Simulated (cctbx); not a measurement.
# RbH3S2O6 with cctbx, script by script

Library: cctbx 2025.11. The data are simulated by the first script.

## 1. Simulate the data

run.py:

```python
from cctbx import adptbx, crystal, miller, sgtbx, xray
from cctbx.array_family import flex
from iotbx.shelx import hklf
from scitbx import matrix
import scitbx.random

cs = crystal.symmetry(unit_cell=(5.762, 6.213, 17.641, 90, 90, 90), space_group_symbol='Hall: P 2ac 2ab')  # P2_12_12_1
atoms = [  # label, site, U (iso, or U11 U22 U33 U12 U13 U23 in A^2), occupancy
    ("Rb1", (0.5171, 0.0269, 0.831), (0.0197, 0.0294, 0.0286, 0.0102, 0.0070, -0.0043), 1),
    ("S1", (0.4563, 0.9654, 0.1453), (0.0310, 0.0176, 0.0559, 0.0100, -0.0032, 0.0064), 1),
    ("S2", (0.9836, 0.0803, 0.9908), (0.0212, 0.0584, 0.0300, 0.0146, 0.0103, 0.0168), 1),
    ("O1", (0.0287, 0.0526, 0.0822), (0.0413, 0.0364, 0.0476, -0.0216, -0.0075, 0.0024), 1),
    ("O2", (0.447, 0.2171, 0.172), (0.0370, 0.0366, 0.0401, -0.0065, -0.0054, -0.0160), 1),
    ("O3", (0.7685, 0.9256, 0.9713), (0.0558, 0.0519, 0.0758, 0.0001, -0.0083, -0.0105), 1),
    ("O4", (0.2096, 0.9306, 0.9573), (0.0582, 0.0651, 0.0472, -0.0020, 0.0010, -0.0221), 1),
    ("O5", (0.3248, 0.8114, 0.2135), (0.0312, 0.1088, 0.0348, -0.0276, -0.0102, 0.0307), 1),
    ("O6", (0.7622, 0.9077, 0.1735), (0.0267, 0.0284, 0.0291, 0.0007, -0.0016, 0.0017), 1),
    ("H1", (0.2345, 0.7896, 0.9889), 0.0594, 1),
    ("H2", (0.5285, 0.2445, 0.222), 0.0640, 1),
    ("H3", (0.8587, 0.9717, 0.1363), 0.0761, 1),
]
xs = xray.structure(crystal_symmetry=cs)
for label, site, u, occ in atoms:
    u = adptbx.u_cif_as_u_star(cs.unit_cell(), u) if isinstance(u, tuple) else u
    xs.add_scatterer(xray.scatterer(label, site=site, u=u, occupancy=occ))
xs.set_inelastic_form_factors(0.56087, "sasaki")
xs.show_summary()
p1 = xs.expand_to_p1()
ms = miller.build_set(p1, anomalous_flag=True, d_min=0.8)
flex.set_random_seed(505745)
scitbx.random.set_random_seed(505745)
ms = ms.select(flex.random_double(ms.size()) < 0.95)
i = ms.structure_factors_from_scatterers(p1, algorithm="direct").f_calc().as_intensity_array().data()
i = i / flex.sqrt(1 + 0.1 * i / flex.max(i))  # extinction
i = i * 40000 / flex.max(i)
sig = flex.sqrt(i + flex.pow2(0.02 * i) + 15 ** 2)
noise = scitbx.random.variate(scitbx.random.normal_distribution())(i.size())
data = ms.array(data=i + sig * noise, sigmas=sig).set_observation_type_xray_intensity()
with open("data.hkl", "w") as f:
    data.export_as_shelx_hklf(f)
print("reflections written:", data.size(), " <I/sigma> = %.1f" % flex.mean(data.data() / data.sigmas()))
for h, a, b in list(data.sort("data"))[:12]:
    print("%4d%4d%4d %9.1f %7.1f" % (h + (a, b)))
```

```console
$ python run.py
```

```text
Number of scatterers: 12
At special positions: 0
Unit cell: (5.762, 6.213, 17.641, 90, 90, 90)
Space group: P 21 21 21 (No. 19)
reflections written: 4916  <I/sigma> = 17.0
   0   0   6   40272.9   824.8
   0   0  -6   40241.0   824.8
  -1   1   3   40188.4   816.5
   1   1  -3   39930.7   816.5
  -1  -1  -3   39876.0   816.5
   1  -1   3   39348.7   816.5
   1   1   3   39327.3   808.5
   1  -1  -3   38958.5   808.5
  -1  -1   3   38593.8   808.5
  -1   1  -3   38169.5   808.5
   0   2   0   33529.5   685.5
   0  -2   0   32290.7   685.5
```

It took 0.39 s on 1 thread of Arm Neoverse N1, on a shared host, peak memory 0.07 GiB.

## 2. Refinement (right model, isotropic)

run.py:

```python
import math
from cctbx import adptbx, crystal, maptbx, sgtbx, xray
from cctbx.array_family import flex
from cctbx.xray import observations
from iotbx.shelx import hklf
from scitbx.lstbx import normal_eqns_solving
from smtbx import absolute_structure, utils
from smtbx.refinement import constraints, least_squares

cs = crystal.symmetry(unit_cell=(5.762, 6.213, 17.641, 90, 90, 90), space_group_symbol='Hall: P 2ac 2ab')  # P2_12_12_1
atoms = [  # label, site, U (iso, or U11 U22 U33 U12 U13 U23 in A^2), occupancy
    ("Rb1", (0.5273, 0.0247, 0.8272), 0.0200, 1),
    ("S1", (0.4537, 0.9733, 0.1459), 0.0200, 1),
    ("S2", (0.9823, 0.084, 0.9909), 0.0200, 1),
    ("O1", (0.029, 0.0472, 0.0844), 0.0200, 1),
    ("O2", (0.4526, 0.2155, 0.1709), 0.0200, 1),
    ("O3", (0.7726, 0.9248, 0.9695), 0.0200, 1),
    ("O4", (0.2063, 0.9285, 0.9561), 0.0200, 1),
    ("O5", (0.3225, 0.8178, 0.2118), 0.0200, 1),
    ("O6", (0.7667, 0.9061, 0.1735), 0.0200, 1),
    ("H1", (0.2233, 0.7877, 0.9905), 0.0200, 1),
    ("H2", (0.5436, 0.2463, 0.218), 0.0200, 1),
    ("H3", (0.8611, 0.9719, 0.1369), 0.0200, 1),
]
xs = xray.structure(crystal_symmetry=cs)
for label, site, u, occ in atoms:
    u = adptbx.u_cif_as_u_star(cs.unit_cell(), u) if isinstance(u, tuple) else u
    xs.add_scatterer(xray.scatterer(label, site=site, u=u, occupancy=occ))
xs.set_inelastic_form_factors(0.56087, "sasaki")
raw = hklf.reader(file_name="data.hkl").as_miller_arrays(crystal_symmetry=cs, anomalous=True)[0]
merged = raw.eliminate_sys_absent().merge_equivalents()
fo2 = merged.array().set_observation_type_xray_intensity()
print("Rint %.3f, %d unique reflections to %.2f A" % (merged.r_int(), fo2.size(), fo2.d_min()))
for sc in xs.scatterers():
    sc.flags.set_grad_site(True)
    sc.flags.set_grad_u_aniso(sc.flags.use_u_aniso())
    sc.flags.set_grad_u_iso(sc.flags.use_u_iso())
obs = fo2.as_xray_observations()
extra = {}
rep = constraints.reparametrisation(xs, [], utils.connectivity_table(xs), **extra)
ls = least_squares.crystallographic_ls(obs, rep, weighting_scheme=least_squares.mainstream_shelx_weighting(a=0, b=0))
print("cycle     R1     wR2    GooF  max shift (A)")
for cycle in range(8):
    ls.build_up()
    r1, wr2, goof = ls.r1_factor(cutoff_factor=2)[0], ls.wR2(), ls.goof()
    old = xs.sites_cart()
    normal_eqns_solving.levenberg_marquardt_iterations(ls, n_max_iterations=3, tau=1e-06, step_threshold=1e-7)
    big = flex.max((xs.sites_cart() - old).norms())
    print("%4d %7.4f %7.4f %7.3f %9.5f" % (cycle + 1, r1, wr2, goof, big))
    ls.build_up(objective_only=True)
    if abs(ls.wR2() - wr2) < 5e-5 and big < 5e-4:
        break
ls.build_up()
print("final R1 %.4f wR2 %.4f GooF %.3f  parameters %d  data/parameter %.1f" % (ls.r1_factor(cutoff_factor=2)[0], ls.wR2(), ls.goof(), ls.n_parameters, fo2.size() / ls.n_parameters))
cov = ls.covariance_matrix_and_annotations()
su = dict(zip(cov.annotations, (math.sqrt(max(v, 0)) for v in cov.matrix.matrix_packed_u_diagonal())))
a2 = cs.unit_cell().reciprocal_parameters()[0] ** -2
print("atom        x        y        z      Ueq    occ   su(xyz)  su(Uiso or U11)")
for sc in xs.scatterers():
    s = max(su.get(sc.label + k, 0) for k in (".x", ".y", ".z"))
    npd = "" if sc.is_positive_definite_u(cs.unit_cell()) else "  NPD"
    print("%-5s %8.5f %8.5f %8.5f %8.4f %6.3f %8.5f %7.4f%s" % ((sc.label,) + sc.site + (sc.u_iso_or_equiv(cs.unit_cell()), sc.occupancy, s, su.get(sc.label + ".uiso", su.get(sc.label + ".u11", 0) * a2), npd)))
fo = fo2.f_sq_as_f()
fc = fo.structure_factors_from_scatterers(xs, algorithm="direct").f_calc()
diff = fo.f_obs_minus_f_calc(1 / math.sqrt(ls.scale_factor()), fc).average_bijvoet_mates()
m = diff.fft_map(symmetry_flags=maptbx.use_space_group_symmetry, resolution_factor=0.25).apply_volume_scaling()
print("difference map: max %.2f min %.2f rms %.2f" % (m.statistics().max(), m.statistics().min(), m.statistics().sigma()))
peaks = m.peak_search(parameters=maptbx.peak_search_parameters(min_distance_sym_equiv=0.6, max_clusters=6)).all()
near = xs.closest_distances(peaks.sites(), distance_cutoff=4)
sps = cs.special_position_settings(min_distance_sym_equiv=0.5)
for k, (x, h) in enumerate(zip(peaks.sites(), peaks.heights())):
    ss = sps.site_symmetry(x)
    print("Q%-3d %7.4f %7.4f %7.4f %4d %7.2f  %.2f A from %s" % ((k + 1,) + tuple(t % 1 for t in ss.exact_site()) + (ss.multiplicity(), h, near.smallest_distances[k], xs.scatterers()[near.i_seqs[k]].label)))
```

```console
$ python run.py
```

```text
Rint 0.026, 1295 unique reflections to 0.80 A
cycle     R1     wR2    GooF  max shift (A)
   1  0.2501  0.4945  18.698   0.37822
   2  0.1026  0.2215   8.376   0.59529
   3  0.1027  0.2213   8.368   0.36933
   4  0.1027  0.2209   8.352   0.08034
   5  0.1027  0.2209   8.352   0.03040
   6  0.1027  0.2209   8.353   0.00572
   7  0.1027  0.2209   8.354   0.00827
   8  0.1027  0.2209   8.355   0.00656
final R1 0.1027 wR2 0.2210 GooF 8.355  parameters 48  data/parameter 27.0
atom        x        y        z      Ueq    occ   su(xyz)  su(Uiso or U11)
Rb1    0.51623  0.02588  0.83104   0.0252  1.000  0.00029  0.0004
S1     0.45717  0.96486  0.14559   0.0340  1.000  0.00086  0.0010
S2     0.98304  0.08035  0.99047   0.0348  1.000  0.00112  0.0010
O1     0.02815  0.05351  0.08308   0.0433  1.000  0.00293  0.0031
O2     0.44954  0.22046  0.17208   0.0402  1.000  0.00281  0.0033
O3     0.77061  0.92480  0.97204   0.0692  1.000  0.00379  0.0061
O4     0.21088  0.93027  0.95560   0.0511  1.000  0.00322  0.0046
O5     0.32621  0.81163  0.21339   0.0517  1.000  0.00342  0.0043
O6     0.76302  0.91057  0.17371   0.0289  1.000  0.00229  0.0027
H1     0.21681  0.82729  0.98478   0.0004  1.000  0.02836  0.0358
H2     0.45157  0.13267  0.19343   0.0136  1.000  0.03397  0.0444
H3     0.81531  0.90449  0.13211   0.0143  1.000  0.03034  0.0439
difference map: max 4.11 min -5.29 rms 0.41
Q1    0.9987  0.1556  0.0041    4    4.24  0.53 A from S2
Q2    0.9878  0.0322  0.3499    4    4.05  0.49 A from Rb1
Q3    0.0420  0.4156  0.1796    4    3.61  0.44 A from Rb1
Q4    0.0435  0.5003  0.5211    4    3.35  0.56 A from S2
Q5    0.0151  0.0362  0.6186    4    2.58  0.50 A from S1
Q6    0.0695  0.0333  0.6706    4    2.49  0.47 A from S1
```

Time: 0.81 s.

Figures of merit this high mean that the model is still wrong or incomplete.

## 3. Refinement (right model, anisotropic)

run.py, as its changes from the last script of this kind:

```diff
@@ -12,12 +12,12 @@
-    ("Rb1", (0.5273, 0.0247, 0.8272), 0.0200, 1),
-    ("S1", (0.4537, 0.9733, 0.1459), 0.0200, 1),
-    ("S2", (0.9823, 0.084, 0.9909), 0.0200, 1),
-    ("O1", (0.029, 0.0472, 0.0844), 0.0200, 1),
-    ("O2", (0.4526, 0.2155, 0.1709), 0.0200, 1),
-    ("O3", (0.7726, 0.9248, 0.9695), 0.0200, 1),
-    ("O4", (0.2063, 0.9285, 0.9561), 0.0200, 1),
-    ("O5", (0.3225, 0.8178, 0.2118), 0.0200, 1),
-    ("O6", (0.7667, 0.9061, 0.1735), 0.0200, 1),
-    ("H1", (0.2233, 0.7877, 0.9905), 0.0200, 1),
-    ("H2", (0.5436, 0.2463, 0.218), 0.0200, 1),
-    ("H3", (0.8611, 0.9719, 0.1369), 0.0200, 1),
+    ("Rb1", (0.51623, 0.02588, 0.83104), 0.0252, 1),
+    ("S1", (0.45717, 0.96486, 0.14559), 0.0340, 1),
+    ("S2", (0.98304, 0.08035, 0.99047), 0.0348, 1),
+    ("O1", (0.02815, 0.05351, 0.08308), 0.0433, 1),
+    ("O2", (0.44954, 0.22046, 0.17208), 0.0402, 1),
+    ("O3", (0.77061, 0.9248, 0.97204), 0.0692, 1),
+    ("O4", (0.21088, 0.93027, 0.9556), 0.0511, 1),
+    ("O5", (0.32621, 0.81163, 0.21339), 0.0517, 1),
+    ("O6", (0.76302, 0.91057, 0.17371), 0.0289, 1),
+    ("H1", (0.21681, 0.82729, 0.98478), 0.0030, 1),
+    ("H2", (0.45157, 0.13267, 0.19343), 0.0136, 1),
+    ("H3", (0.81531, 0.90449, 0.13211), 0.0143, 1),
@@ -29,0 +30 @@
+xs.convert_to_anisotropic(selection=flex.bool([sc.scattering_type != 'H' for sc in xs.scatterers()]))
@@ -62,0 +64,4 @@
+fc = fo2.structure_factors_from_scatterers(xs, algorithm="direct").f_calc()
+absolute_structure.flack_analysis(xs, fo2.as_xray_observations()).show()
+h = absolute_structure.hooft_analysis(fo2, fc, scale_factor=ls.scale_factor())
+print("Hooft y: %.3f(%.0f)  Bijvoet pairs: %d" % (h.hooft_y, 1000 * h.sigma_y, h.n_bijvoet_pairs))
```

```console
$ python run.py
```

```text
Rint 0.026, 1295 unique reflections to 0.80 A
cycle     R1     wR2    GooF  max shift (A)
   1  0.1027  0.2210   8.510   0.04669
   2  0.0163  0.0336   1.292   0.03902
   3  0.0162  0.0332   1.277   0.02964
   4  0.0160  0.0328   1.265   0.02241
   5  0.0159  0.0326   1.254   0.01709
   6  0.0158  0.0323   1.246   0.01332
   7  0.0158  0.0321   1.238   0.01077
   8  0.0157  0.0319   1.230   0.01094
final R1 0.0156 wR2 0.0318 GooF 1.224  parameters 93  data/parameter 13.9
atom        x        y        z      Ueq    occ   su(xyz)  su(Uiso or U11)
Rb1    0.51711  0.02687  0.83098   0.0255  1.000  0.00004  0.0001
S1     0.45636  0.96541  0.14525   0.0344  1.000  0.00012  0.0004
S2     0.98368  0.08040  0.99075   0.0363  1.000  0.00014  0.0004
O1     0.02852  0.05263  0.08233   0.0419  1.000  0.00040  0.0012
O2     0.44659  0.21984  0.17149   0.0393  1.000  0.00043  0.0014
O3     0.76924  0.92587  0.97145   0.0604  1.000  0.00053  0.0017
O4     0.20969  0.93118  0.95709   0.0559  1.000  0.00061  0.0017
O5     0.32525  0.81170  0.21390   0.0583  1.000  0.00053  0.0013
O6     0.76086  0.90802  0.17382   0.0281  1.000  0.00035  0.0010
H1     0.22512  0.81970  0.98676   0.0105  1.000  0.00482  0.0070
H2     0.44884  0.14691  0.19301   0.0227  1.000  0.00709  0.0117
H3     0.81841  0.91479  0.14181   0.0215  1.000  0.00550  0.0095
Flack x: 0.005(13)
Hooft y: -0.000(10)  Bijvoet pairs: 505
difference map: max 0.53 min -0.34 rms 0.07
Q1    0.0180  0.2223  0.7702    4    0.54  1.11 A from H2
Q2    0.1173  0.5120  0.3751    4    0.33  0.77 A from H3
Q3    0.0338  0.7591  0.7851    4    0.28  1.28 A from O5
Q4    0.2087  0.0433  0.5424    4    0.23  1.35 A from H1
Q5    0.1897  0.0801  0.2467    4    0.21  1.82 A from H2
Q6    0.0245  0.3149  0.6063    4    0.21  1.88 A from S1
```

Time: 0.89 s.

## 4. Refinement

run.py, as its changes from the last script of this kind:

```diff
@@ -23 +22,0 @@
-    ("H3", (0.81531, 0.90449, 0.13211), 0.0143, 1),
@@ -44 +43 @@
-for cycle in range(8):
+for cycle in range(12):
@@ -64,4 +62,0 @@
-fc = fo2.structure_factors_from_scatterers(xs, algorithm="direct").f_calc()
-absolute_structure.flack_analysis(xs, fo2.as_xray_observations()).show()
-h = absolute_structure.hooft_analysis(fo2, fc, scale_factor=ls.scale_factor())
-print("Hooft y: %.3f(%.0f)  Bijvoet pairs: %d" % (h.hooft_y, 1000 * h.sigma_y, h.n_bijvoet_pairs))
```

```console
$ python run.py
```

```text
Rint 0.026, 1295 unique reflections to 0.80 A
cycle     R1     wR2    GooF  max shift (A)
   1  0.1029  0.2214   8.512   0.02339
   2  0.0167  0.0348   1.339   0.01245
   3  0.0166  0.0346   1.332   0.01120
   4  0.0165  0.0345   1.325   0.01042
   5  0.0164  0.0343   1.319   0.01007
   6  0.0163  0.0342   1.313   0.01007
   7  0.0163  0.0340   1.308   0.01036
   8  0.0162  0.0339   1.303   0.01085
   9  0.0161  0.0338   1.298   0.01149
  10  0.0161  0.0336   1.293   0.01223
  11  0.0160  0.0335   1.289   0.01302
  12  0.0160  0.0334   1.284   0.01385
final R1 0.0159 wR2 0.0333 GooF 1.280  parameters 89  data/parameter 14.6
atom        x        y        z      Ueq    occ   su(xyz)  su(Uiso or U11)
Rb1    0.51710  0.02689  0.83098   0.0256  1.000  0.00004  0.0001
S1     0.45639  0.96547  0.14526   0.0345  1.000  0.00012  0.0004
S2     0.98362  0.08039  0.99075   0.0363  1.000  0.00015  0.0004
O1     0.02821  0.05257  0.08240   0.0422  1.000  0.00042  0.0013
O2     0.44706  0.21958  0.17149   0.0393  1.000  0.00046  0.0014
O3     0.76936  0.92587  0.97164   0.0603  1.000  0.00056  0.0018
O4     0.20959  0.93117  0.95698   0.0563  1.000  0.00063  0.0017
O5     0.32519  0.81192  0.21395   0.0580  1.000  0.00055  0.0013
O6     0.76211  0.90828  0.17302   0.0280  1.000  0.00032  0.0009
H1     0.22680  0.81326  0.98552   0.0136  1.000  0.00518  0.0076
H2     0.45197  0.15160  0.19527   0.0269  1.000  0.00786  0.0126
difference map: max 0.51 min -0.35 rms 0.07
Q1    0.0167  0.2210  0.7706    4    0.53  1.06 A from H2
Q2    0.1389  0.4870  0.3681    4    0.50  1.04 A from O6
Q3    0.0340  0.7599  0.7848    4    0.26  1.28 A from O5
Q4    0.1863  0.3587  0.3744    4    0.24  0.94 A from O6
Q5    0.1260  0.9642  0.1387    4    0.24  1.27 A from O1
Q6    0.2190  0.6441  0.3903    4    0.23  1.61 A from O1
```

Time: 1 s.

This run holds a fault made on purpose: atom left out: H3.

## 5. Refinement

run.py, as its changes from the last script of this kind:

```diff
@@ -22,0 +23,2 @@
+    ("H3", (0.81531, 0.90449, 0.13211), 0.0143, 1),
+    ("O7", (0.897, 0.055, 0.561), 0.0300, 1),
@@ -29 +30,0 @@
-xs.convert_to_anisotropic(selection=flex.bool([sc.scattering_type != 'H' for sc in xs.scatterers()]))
```

```console
$ python run.py
```

```text
Rint 0.026, 1295 unique reflections to 0.80 A
cycle     R1     wR2    GooF  max shift (A)
   1  0.1437  0.3154  11.944   1.05499
   2  0.1068  0.2289   8.669   0.99614
   3  0.1036  0.2219   8.406   0.29668
   4  0.1035  0.2219   8.404   0.18732
   5  0.1034  0.2219   8.403   0.19578
   6  0.1033  0.2218   8.401   0.21793
   7  0.1033  0.2218   8.399   0.18712
   8  0.1033  0.2217   8.396   0.13010
   9  0.1032  0.2216   8.394   0.08277
  10  0.1032  0.2216   8.393   0.05058
  11  0.1032  0.2216   8.393   0.02978
  12  0.1032  0.2216   8.393   0.01743
final R1 0.1032 wR2 0.2216 GooF 8.393  parameters 52  data/parameter 24.9
atom        x        y        z      Ueq    occ   su(xyz)  su(Uiso or U11)
Rb1    0.51620  0.02587  0.83104   0.0252  1.000  0.00029  0.0004
S1     0.45727  0.96490  0.14558   0.0340  1.000  0.00087  0.0010
S2     0.98316  0.08038  0.99050   0.0347  1.000  0.00113  0.0010
O1     0.02740  0.05334  0.08309   0.0432  1.000  0.00300  0.0031
O2     0.44914  0.22025  0.17189   0.0400  1.000  0.00291  0.0034
O3     0.77011  0.92600  0.97215   0.0691  1.000  0.00394  0.0061
O4     0.21039  0.93080  0.95504   0.0512  1.000  0.00334  0.0048
O5     0.32610  0.81160  0.21317   0.0517  1.000  0.00345  0.0043
O6     0.76297  0.91046  0.17357   0.0287  1.000  0.00228  0.0027
H1     0.21480  0.84174  0.98146   0.0001  1.000  0.02910  0.0376
H2     0.48715  0.16294  0.19782   0.0008  1.000  0.03476  0.0330
H3     0.81022  0.90111  0.13068   0.0085  1.000  0.02871  0.0402
O7     0.70709  0.25842  0.46508   0.9963  1.000  0.08308  0.2933
difference map: max 4.18 min -5.32 rms 0.41
Q1    0.9984  0.1557  0.0041    4    4.31  0.53 A from S2
Q2    0.9876  0.0322  0.3501    4    4.09  0.49 A from Rb1
Q3    0.0412  0.4162  0.1797    4    3.55  0.43 A from Rb1
Q4    0.0436  0.5003  0.5210    4    3.43  0.56 A from S2
Q5    0.0151  0.0366  0.6186    4    2.63  0.50 A from S1
Q6    0.0702  0.0343  0.6706    4    2.55  0.47 A from S1
```

Time: 1 s.

This run holds a fault made on purpose: spurious atom: O7.

[Logs are printed without paths, hosts, clocks, repeated set-up lines and the standing remarks that a program may print on its own settings, such as how far it seeks lower states.]
